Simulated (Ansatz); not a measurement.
**Molecular dynamics of generalised stacking fault on (110) of a LiCl-LiBr solid solution (56 atoms)**

How do the atoms of generalised stacking fault on (110) of a LiCl-LiBr solid solution (56 atoms) move, and what local order do they keep?

Calculated with Ansatz 0.2.0; Kohn-Sham DFT, LDA, PAW (set soft_2), plane waves.

### 1. Set-up

The cell holds 56 atoms: 28 Li, 10 Br and 18 Cl. Cell: a = 7.448 Å, b = 5.266 Å, c = 26.415 Å, α = 90.0°, β = 83.9°, γ = 90.0°. It derives from LiCl and LiBr. Rock-salt LiCl lattice (a = 5.2663 Å, the value set for the mixture), cell with z along [110], 2 x 1 x 7 periods; the third cell vector is tilted by 0.750 of 1/2[1-10] and lengthened by 0.2 Å, so the cell holds one fault; displaced by a Gaussian of 0.01 Å; 10 of 28 Cl sites given to Br at random (lattice constant by Vegard's rule between LiCl and LiBr).

Before any run, some limits are plain. The cell is under 6 Å thick along one periodic direction, so every atom has periodic images of itself close by, which move with it and show among its neighbours and in g(r). The host structure and its lattice constant were typed by rule, without a check against the phase diagram.

### 2. Single point at the start

The forces at the start show how far the geometry lies from a minimum of this functional.

input.yaml

```yaml
crystal:
  lattice:
    - [7.44767, 0.0, 0.0]
    - [0.0, 5.2663, 0.0]
    - [2.79288, 0.0, 26.26686]
  atoms:
    - { symbol: Li, position: [0.62979, 0.00218, 0.992] }
    - { symbol: Br, position: [0.72329, 0.0014, 0.07085] }
    - { symbol: Li, position: [0.94731, 0.99891, 0.14148] }
    - { symbol: Cl, position: [0.66925, 0.00223, 0.21221] }
    [... 46 atom lines left out ...]
    - { symbol: Li, position: [0.51086, 0.49871, 0.6377] }
    - { symbol: Br, position: [0.23414, 0.49958, 0.70849] }
    - { symbol: Li, position: [0.45755, 0.50001, 0.77954] }
    - { symbol: Br, position: [0.17897, 0.50152, 0.85002] }
    - { symbol: Li, position: [0.40358, 0.49745, 0.92088] }
    - { symbol: Br, position: [0.12703, 0.50399, 0.99235] }
kpoints:
  mp_grid: { grid: [1, 2, 1] }
hamiltonian:
  xc: lda
scf:
  occupations: { method: fermi_dirac, width: 0.05 }
output:
  forces: true
```

Started as:

```console
$ ansatz run input.yaml --threads 4 --pin off --max-ram 8192MiB --backend cpu --events-out ev --progress --plain --runs-dir out
```

It took 6.8 s on 4 threads of Intel Xeon Platinum 8488C (Sapphire Rapids), shared host; peak memory 2.3 GiB; 25 s of CPU time.

Read from the output:

* free energy: -51471.9262 eV
* free energy per atom: -919.1415 eV/atom
* SCF cycles: 7
* r.m.s. force component: 0.1939 eV/Å
* longest force: 1.019 eV/Å
* Fermi energy: 4.414 eV

The r.m.s. force component of 0.19 eV/Å sets the starting point.

Neighbours are counted within 3.06 Å (Li-Cl), 3.02 Å (Li-Br).

Length of the force by element and coordination:

| element | coordination | atoms | mean length of the force (eV/Å) | spread | least | most |
| --- | --- | --- | --- | --- | --- | --- |
| Br | all | 10 | 0.32 | 0.395 | 0.0186 | 0.974 |
| Br | 5 | 3 | 0.921 | 0.0432 | 0.869 | 0.974 |
| Br | 6 | 7 | 0.0623 | 0.0286 | 0.0186 | 0.114 |
| Cl | all | 18 | 0.0776 | 0.106 | 0.0248 | 0.503 |
| Cl | 5 | 1 | 0.503 | 0 | 0.503 | 0.503 |
| Cl | 6 | 17 | 0.0526 | 0.0251 | 0.0248 | 0.118 |
| Li | all | 28 | 0.242 | 0.252 | 0.0117 | 1.02 |
| Li | 5 | 4 | 0.76 | 0.298 | 0.267 | 1.02 |
| Li | 6 | 24 | 0.156 | 0.0857 | 0.0117 | 0.250 |

### 3. Dynamics started at 600 K

A Nosé–Hoover thermostat steers the temperature while disturbing the dynamics little. The time step is 1.0 fs.

input.yaml: that of step 2 with these lines changed.

```diff
@@ -15 +15,8 @@
   forces: true
+md:
+  timestep: 1.0
+  n_steps: 86
+  ensemble: nvt_nose_hoover
+  temperature: 600
+  initial_velocities: maxwell_boltzmann
+  seed: 5597
```

Wall time 5.6 min (4 threads); peak memory 2.5 GiB; 21 min of CPU time.

The program notes that it switched symmetry off.

Rows from the run:

| time (fs) | T (K) | potential (meV/atom) | conserved (meV/atom) |
| --- | --- | --- | --- |
| 0.0 | 600 | 0.0 | 0.00 |
| 6.0 | 602 | -0.3 | 0.00 |
| 11.0 | 581 | 2.5 | 0.00 |
| 17.0 | 522 | 9.9 | 0.00 |
| 23.0 | 437 | 20.8 | 0.00 |
| 29.0 | 353 | 31.6 | 0.01 |
| 34.0 | 308 | 37.5 | 0.01 |
| 40.0 | 297 | 39.3 | 0.01 |
| 46.0 | 318 | 37.1 | 0.00 |
| 52.0 | 344 | 34.5 | 0.00 |
| 57.0 | 355 | 33.8 | 0.00 |
| 63.0 | 349 | 35.6 | 0.00 |
| 69.0 | 332 | 38.9 | 0.01 |
| 75.0 | 323 | 41.1 | 0.01 |
| 80.0 | 333 | 40.8 | 0.01 |
| 86.0 | 363 | 38.3 | 0.01 |

Mean square displacement from the first frame to the last: Li 0.15 Å², Br 0.094 Å², Cl 0.12 Å².

Mean square displacement against time lag:

| time lag (fs) | Br (Å²) | Cl (Å²) | Li (Å²) |
| --- | --- | --- | --- |
| 1.0 | 1.5e-5 | 2.5e-5 | 1.4e-4 |
| 2.0 | 6.0e-5 | 1.0e-4 | 5.4e-4 |
| 4.0 | 2.4e-4 | 4.0e-4 | 0.00215 |
| 6.0 | 5.4e-4 | 9.0e-4 | 0.00478 |
| 9.0 | 0.00121 | 0.00200 | 0.0105 |
| 11.0 | 0.00181 | 0.00296 | 0.0154 |
| 13.0 | 0.00252 | 0.00410 | 0.0212 |
| 15.0 | 0.00335 | 0.00541 | 0.0276 |
| 16.0 | 0.00381 | 0.00613 | 0.0310 |
| 18.0 | 0.00482 | 0.00768 | 0.0383 |
| 20.0 | 0.00594 | 0.00939 | 0.0460 |
| 23.0 | 0.00784 | 0.0122 | 0.0580 |
| 25.0 | 0.00925 | 0.0143 | 0.0663 |
| 27.0 | 0.0108 | 0.0165 | 0.0745 |
| 29.0 | 0.0124 | 0.0188 | 0.0827 |
| 30.0 | 0.0133 | 0.0200 | 0.0867 |
| 32.0 | 0.0151 | 0.0225 | 0.0945 |
| 34.0 | 0.0170 | 0.0251 | 0.102 |
| 37.0 | 0.0200 | 0.0292 | 0.112 |
| 39.0 | 0.0222 | 0.0320 | 0.119 |
| 41.0 | 0.0244 | 0.0349 | 0.124 |
| 43.0 | 0.0268 | 0.0379 | 0.129 |

Over the second half of 86 fs the temperature averages 337 K with swings of 14 K r.m.s. The conserved energy stays within 0.01 meV/atom. From first frame to last Li has the largest mean square displacement, 0.15 Å² at the end; the farthest move is 0.75 Å. The mean temperature of 337 K lies well off the 600 K of the input, so the thermostat hasn't yet brought the run to equilibrium. The run spans 0.09 ps, too short for its means to be equilibrium values.

### 4. Local order late in the run

The g(r) is a mean over the second half; what follows it is taken at the last frame.

Bonds before and after, by the cutoffs listed below:

| pair | bonds before | bonds after | mean before (Å) | mean after (Å) | spread before (Å) | spread after (Å) |
| --- | --- | --- | --- | --- | --- | --- |
| Li-Br | 57 | 57 | 2.613 | 2.662 | 0.084 | 0.165 |

Density 2.63 g/cm³, 18.40 Å³ an atom.

Mean of 16 frames. Pair distribution functions g(r), in bins of 0.2 Å:

| r (Å) | total | Li-Li | Li-Cl | Li-Br | Cl-Cl | Cl-Br | Br-Br |
| --- | --- | --- | --- | --- | --- | --- | --- |
| 2.10 | 0.08 | 0.00 | 0.24 | 0.00 | 0.00 | 0.00 | 0.00 |
| 2.30 | 1.19 | 0.00 | 3.37 | 0.62 | 0.00 | 0.00 | 0.00 |
| 2.50 | 2.06 | 0.00 | 4.08 | 4.17 | 0.00 | 0.00 | 0.00 |
| 2.70 | 1.68 | 0.00 | 2.92 | 4.13 | 0.00 | 0.00 | 0.00 |
| 2.90 | 0.92 | 0.05 | 1.61 | 2.17 | 0.00 | 0.00 | 0.00 |
| 3.10 | 0.43 | 0.51 | 0.68 | 0.45 | 0.00 | 0.00 | 0.00 |
| 3.30 | 0.71 | 1.63 | 0.04 | 0.19 | 1.69 | 0.58 | 0.56 |
| 3.50 | 1.50 | 3.16 | 0.07 | 0.19 | 3.28 | 2.17 | 2.01 |
| 3.70 | 1.92 | 2.65 | 0.03 | 0.16 | 3.98 | 4.97 | 7.40 |
| 3.90 | 1.39 | 2.23 | 0.23 | 0.25 | 3.18 | 2.96 | 1.37 |
| 4.10 | 0.75 | 1.29 | 0.45 | 0.38 | 0.63 | 1.01 | 1.25 |
| 4.30 | 0.76 | 0.80 | 0.94 | 1.02 | 0.19 | 0.38 | 0.26 |
| 4.50 | 0.89 | 0.33 | 1.64 | 1.42 | 0.07 | 0.15 | 0.00 |
| 4.70 | 0.74 | 0.24 | 1.23 | 1.52 | 0.03 | 0.06 | 0.00 |
| 4.90 | 0.45 | 0.31 | 0.68 | 0.61 | 0.20 | 0.15 | 0.15 |
| 5.10 | 0.45 | 0.48 | 0.33 | 0.33 | 0.56 | 0.82 | 0.50 |
| 5.30 | 1.08 | 1.47 | 0.60 | 0.35 | 2.36 | 1.01 | 3.07 |
| 5.50 | 0.83 | 0.43 | 1.48 | 1.08 | 0.18 | 0.34 | 0.16 |
| 5.70 | 1.31 | 0.35 | 2.42 | 2.35 | 0.02 | 0.15 | 0.02 |
| 5.90 | 1.65 | 0.70 | 2.69 | 2.87 | 0.40 | 0.30 | 0.50 |
| 6.10 | 1.42 | 1.22 | 1.74 | 1.87 | 0.90 | 0.95 | 0.68 |
| 6.30 | 1.52 | 1.91 | 0.81 | 0.84 | 2.21 | 2.87 | 2.68 |
| 6.50 | 1.27 | 1.81 | 0.40 | 0.43 | 2.61 | 2.52 | 1.63 |
| 6.70 | 0.78 | 1.57 | 0.06 | 0.14 | 1.32 | 1.33 | 1.81 |
| 6.90 | 0.45 | 0.92 | 0.08 | 0.05 | 0.91 | 0.68 | 0.42 |
| 7.10 | 0.31 | 0.56 | 0.06 | 0.15 | 0.40 | 0.51 | 0.86 |
| 7.30 | 0.47 | 0.73 | 0.22 | 0.26 | 0.59 | 0.89 | 0.30 |
| 7.50 | 1.04 | 1.26 | 0.75 | 0.79 | 1.69 | 0.96 | 2.02 |

Bonds by pair of elements; cutoffs follow the first minimum of g(r), held within bounds set by covalent radii, and pairs that aren't listed don't count as bonded:

| pair A-B | cutoff (Å) | bonds | mean length (Å) | spread (Å) | shortest (Å) | B about A | A about B |
| --- | --- | --- | --- | --- | --- | --- | --- |
| Li-Cl | 3.06 | 100 | 2.60 | 0.195 | 2.15 | 3.57 | 5.56 |
| Li-Br | 3.3 | 57 | 2.66 | 0.165 | 2.34 | 2.04 | 5.7 |

The cutoff for Li-Cl falls short of the minimum of g(r), so counts run low and odd coordinations can be artefacts.

How many atoms have how many bonded neighbours:

| element | mean | 3 | 4 | 5 | 6 |
| --- | --- | --- | --- | --- | --- |
| Br | 5.7 | 0 | 0 | 3 | 7 |
| Cl | 5.56 | 0 | 1 | 6 | 11 |
| Li | 5.61 | 1 | 1 | 6 | 20 |

Bond angles (no mean is given where the spread exceeds 20°):

| angle | count | mean (°) | spread (°) |
| --- | --- | --- | --- |
| Li-Cl-Li | 231 | - | - |
| Br-Li-Cl | 164 | - | - |
| Cl-Li-Cl | 154 | - | - |
| Li-Br-Li | 135 | - | - |
| Br-Li-Br | 51 | - | - |

Bond length by coordination (bonds to H left out):

| element | coordination | atoms | mean bond length (Å) |
| --- | --- | --- | --- |
| Br | 5 | 3 | 2.65 |
| Br | 6 | 7 | 2.67 |
| Cl | 4 | 1 | 2.44 |
| Cl | 5 | 6 | 2.59 |
| Cl | 6 | 11 | 2.61 |
| Li | 3 | 1 | 2.26 |
| Li | 4 | 1 | 2.57 |
| Li | 5 | 6 | 2.61 |
| Li | 6 | 20 | 2.63 |

### 5. Single point at the last frame

The last frame is solved once more, with the analyses that the dynamics left out.

input.yaml

```yaml
crystal:
  lattice:
    - [7.44767, 0.0, 0.0]
    - [0.0, 5.2663, 0.0]
    - [2.79288, 0.0, 26.26686]
  atoms:
    - { symbol: Li, position: [0.61846, 0.99948, 0.98803] }
    - { symbol: Br, position: [0.76181, 0.00858, 0.06285] }
    - { symbol: Li, position: [0.93847, 0.98073, 0.13613] }
    - { symbol: Cl, position: [0.68401, 0.98513, 0.21526] }
    [... 46 atom lines left out ...]
    - { symbol: Li, position: [0.53105, 0.49095, 0.62796] }
    - { symbol: Br, position: [0.25365, 0.46367, 0.70722] }
    - { symbol: Li, position: [0.41739, 0.4752, 0.77868] }
    - { symbol: Br, position: [0.14637, 0.53756, 0.84679] }
    - { symbol: Li, position: [0.3676, 0.52113, 0.92366] }
    - { symbol: Br, position: [0.10359, 0.4717, 0.99152] }
kpoints:
  mp_grid: { grid: [2, 3, 1] }
hamiltonian:
  xc: lda
scf:
  occupations: { method: fermi_dirac, width: 0.05 }
output:
  forces: true
  stress: true
  populations: true
  dos:
    method: { smearing: { sigma: 0.15 } }
    de: 0.1
    projected: { site_lists: { Br: [Br], Cl: [Cl], Li: [Li] } }
  eigenvalues: true
  write_density: true
  write_potential: true
  volumetric_format: npy
  elf: true
```

Elapsed: 45 s, on 4 threads; peak memory 3 GiB.

Read from the output:

```yaml
free_energy: -51472.2586 eV
free_energy_per_atom: -919.1475 eV/atom
scf_cycles: 8
pressure: -1.4 GPa
r_m_s_force_component: 0.3065 eV/Å
longest_force: 1.01 eV/Å
fermi_energy: 4.355 eV
spacing_of_highest_filled_and_lowest_empty_level: 4.102 eV
spilling_of_the_projection: 0.007474
```

Length of the force by element:

| element | coordination | atoms | mean length of the force (eV/Å) | spread | least | most |
| --- | --- | --- | --- | --- | --- | --- |
| Br | all | 10 | 0.581 | 0.277 | 0.0881 | 1.01 |
| Cl | all | 18 | 0.561 | 0.258 | 0.138 | 0.987 |
| Li | all | 28 | 0.371 | 0.182 | 0.0778 | 0.860 |

Löwdin charges by element (they lack the spilled electrons, 0.037 e an atom on average):

| element | coordination | atoms | mean charge (e) | spread | least | most |
| --- | --- | --- | --- | --- | --- | --- |
| Br | all | 10 | -0.530 | 0.009 | -0.545 | -0.515 |
| Cl | all | 18 | -0.607 | 0.0083 | -0.625 | -0.596 |
| Li | all | 28 | 0.654 | 0.0137 | 0.617 | 0.684 |

Density of states as counts of states in windows of 1 eV (from the Fermi level), total and the larger projections:

| from (eV) | to (eV) | total | Cl p | Br p | Li s | Cl s | Br s |
| --- | --- | --- | --- | --- | --- | --- | --- |
| -18 | -17 | 0.0 | 0.0 | 0.0 | 0.0 | 0.0 | 0.0 |
| -17 | -16 | 16.0 | 0.0 | 0.0 | 1.9 | 9.1 | 5.0 |
| -16 | -15 | 35.7 | 0.0 | 0.0 | 2.5 | 21.4 | 11.7 |
| -15 | -14 | 4.2 | 0.0 | 0.0 | 0.1 | 2.8 | 1.3 |
| -14 | -7 | 0.0 | 0.0 | 0.0 | 0.0 | 0.0 | 0.0 |
| -7 | -6 | 3.4 | 2.0 | 1.1 | 0.3 | 0.0 | 0.0 |
| -6 | -5 | 38.6 | 24.9 | 10.2 | 2.8 | 0.2 | 0.1 |
| -5 | -4 | 46.7 | 29.4 | 14.6 | 1.7 | 0.2 | 0.2 |
| -4 | -3 | 54.2 | 34.9 | 17.8 | 0.6 | 0.1 | 0.1 |
| -3 | -2 | 24.8 | 11.6 | 12.8 | 0.1 | 0.0 | 0.0 |
| -2 | -1 | 0.2 | 0.0 | 0.2 | 0.0 | 0.0 | 0.0 |
| -1 | 1 | 0.0 | 0.0 | 0.0 | 0.0 | 0.0 | 0.0 |
| 1 | 2 | 0.2 | 0.0 | 0.0 | 0.1 | 0.0 | 0.0 |
| 2 | 3 | 3.9 | 0.2 | 0.1 | 1.6 | 0.2 | 0.2 |
| 3 | 4 | 16.6 | 0.5 | 0.4 | 5.9 | 0.6 | 0.4 |
| 4 | 5 | 31.3 | 0.7 | 0.5 | 10.0 | 0.6 | 0.4 |

The stored curve holds about 224 of the 280 electrons; the rest, give or take the few that broadening carries across the Fermi level, lie in deeper levels below its range.

The levels nearest the highest filled one (over half full), pooled over k-points and spins:

| level less the highest filled one (eV) | occupation |
| --- | --- |
| -0.210 | 2 |
| -0.0997 | 2 |
| -0.043 | 2 |
| -0.0126 | 2 |
| -0.0073 | 2 |
| 0 | 2 |
| 4.10 | 0 |
| 4.69 | 0 |
| 4.78 | 0 |
| 4.83 | 0 |
| 4.96 | 0 |
| 4.97 | 0 |

Mean Löwdin charges: Br -0.53, Cl -0.61, Li +0.65 e (they miss 0.75 % of the electrons, so they add up to more than the cell's charge).

### 6. Summary of results

```
mean temperature, second half                                : 337.3 K
temperature swing, second half                               : 14.02 K
slope of the conserved energy against time, by least squares : 0.1152 meV/atom/ps
free energy per atom                                         : -919.1475 eV/atom
density                                                      : 2.63 g/cm³
pressure                                                     : -1.4 GPa
r.m.s. force component                                       : 0.3065 eV/Å
gap (highest filled to lowest empty level)             : 4.102 eV
wall time of the 3 DFT runs                                  : 6.4 min
```

What this shows: Over the second half of 86 fs the temperature averages 337 K with swings of 14 K r.m.s. The conserved energy stays within 0.01 meV/atom. The mean temperature of 337 K lies well off the 600 K of the input, so the thermostat hasn't yet brought the run to equilibrium. The run spans 0.09 ps, too short for its means to be equilibrium values. The highest filled and lowest empty levels differ by 4.10 eV on the run's k-points; the mesh holds the band edges only if they fold onto it, so the gap at this level can be narrower or closed, while local or semilocal functionals tend to narrow gaps against experiment.

**Limits.** The dynamics ran on a 1×2×1 mesh and the single point on 2×3×1, so their forces and energies differ by that too. The pressure of a single frame lacks the kinetic term, about 0.25 GPa here.

[Logs are printed without paths, hosts, clocks, repeated set-up lines and the standing remarks that a program may print on its own settings, such as how far it seeks lower states.]

[Hosts, paths, dates, database ids (printed as entryN), source tags and the programs' standing remarks are cut or masked in the printed files.]
